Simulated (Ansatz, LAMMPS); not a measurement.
**A faulty run on glassy 77SiO2-6B2O3-8CaO-8MgO (mol %) (142 atoms)**

Program: Ansatz 0.2.0. The cell: 37 Si, 6 B, 4 Ca, 4 Mg and 91 O.

Input file input.yaml:

```yaml
crystal:
  lattice:
    - [12.12836, 0.0, 0.0]
    - [0.0, 12.12836, 0.0]
    - [0.0, 0.0, 12.12836]
  atoms:
    - { symbol: Si, position: [0.38681, 0.70264, 0.74321] }
    - { symbol: Si, position: [0.09482, 0.03458, 0.34757] }
    - { symbol: Si, position: [0.28608, 0.66108, 0.11502] }
    - { symbol: Si, position: [0.45327, 0.33772, 0.8731] }
    - { symbol: Si, position: [0.00012, 0.98437, 0.99618] }
    - { symbol: Si, position: [0.70957, 0.61752, 0.8682] }
    - { symbol: Si, position: [0.22042, 0.07126, 0.65367] }
    - { symbol: Si, position: [0.72114, 0.24826, 0.89677] }
    - { symbol: Si, position: [0.49452, 0.93455, 0.76902] }
    - { symbol: Si, position: [0.17841, 0.83467, 0.72006] }
    - { symbol: Si, position: [0.02742, 0.64297, 0.18544] }
    - { symbol: Si, position: [0.75075, 0.06274, 0.56556] }
    - { symbol: Si, position: [0.8685, 0.32888, 0.33815] }
    - { symbol: Si, position: [0.9596, 0.81054, 0.80569] }
    - { symbol: Si, position: [0.452, 0.97958, 0.06124] }
    - { symbol: Si, position: [0.02644, 0.84949, 0.3599] }
    - { symbol: Si, position: [0.3049, 0.53821, 0.90996] }
    - { symbol: Si, position: [0.73037, 0.61998, 0.60657] }
    [... 118 atom lines left out ...]
    - { symbol: O, position: [0.00195, 0.11774, 0.97579] }
    - { symbol: O, position: [0.99387, 0.30009, 0.3207] }
    - { symbol: O, position: [0.1086, 0.33586, 0.64339] }
    - { symbol: O, position: [0.02741, 0.74856, 0.27224] }
    - { symbol: O, position: [0.7962, 0.9552, 0.63117] }
    - { symbol: O, position: [0.97771, 0.25097, 0.82719] }
kpoints:
  mp_grid: { grid: [1, 1, 1] }
hamiltonian:
  xc: pbe
scf:
  occupations: { method: fixed }
  eigensolver: { kind: { support_functions: { accuracy: medium, radius: 3.05 } } }
  max_iter: 150
output:
  forces: true
  eigenvalues: true
```

Command:

```bash
ansatz run input.yaml --threads 4 --pin off --max-ram 8192MiB --backend cpu --events-out ev --progress --plain --runs-dir out
```

Standard output:

```text
Warning: scf.eigensolver.kind.support_functions: disabling space-group detection — the functions' gradient is summed over unrotated k-points, so no spatial operation reduces the k-mesh or symmetrises the density; time reversal is kept, so that k and −k are solved as one point where they differ and the mesh holds both, and exact exchange and, on two spinor components, a DFT+U term hold to it where the run has them: [...]
Warning: basis.ecutwfc = 464 eV, auto-derived: no grid that the accuracy of the support functions lays serves the files at the lower one that their records recommend; a deck with other species or settings can derive another value
settings of this run that can trade accuracy for cost: scf.eigensolver.kind.support_functions [...]
Engine: ansatz 0.2.0, aarch64-unknown-linux-gnu
Pseudopotentials: kind: paw
Pseudopotential: Si, paw, valence charge 4, recommended cutoff 420 eV (normal), Si.paw.azcp
Pseudopotential: B, paw, valence charge 3, recommended cutoff 420 eV (normal), B.paw.azcp
Pseudopotential: Ca, paw, valence charge 10, recommended cutoff 420 eV (normal), Ca.paw.azcp
Pseudopotential: Mg, paw, valence charge 10, recommended cutoff 420 eV (normal), Mg.paw.azcp
Pseudopotential: O, paw, valence charge 6, recommended cutoff 420 eV (normal), O.paw.azcp
[... 5 lines on functional and potentials left out ...]
Error: SCF: the radius of support functions is under 3.42 Å, the least for these sites at the functions' level (scf.eigensolver.kind.support_functions.accuracy). Use scf.eigensolver.kind: auto, or type scf.eigensolver.kind.support_functions.radius at least as long, [...]
```

It took 8 s on 4 threads of Arm Neoverse V1, shared host; peak memory 0.42 GiB; 24 s of CPU time.

Q: Name the fault and the fix.

A radius under the least that the level allows: support_functions.accuracy = "medium" and support_functions.radius = 3.05.

The fix is to use a longer radius.

The run ended with an error.

[Long decimals in the printed logs are rounded to 6 places.]

[Logs are printed without paths, hosts, clocks, repeated set-up lines and the standing remarks that a program may print on its own settings, such as how far it seeks lower states.]

[Hosts, paths, dates, database ids (printed as entryN), source tags and the programs' standing remarks are cut or masked in the printed files.]
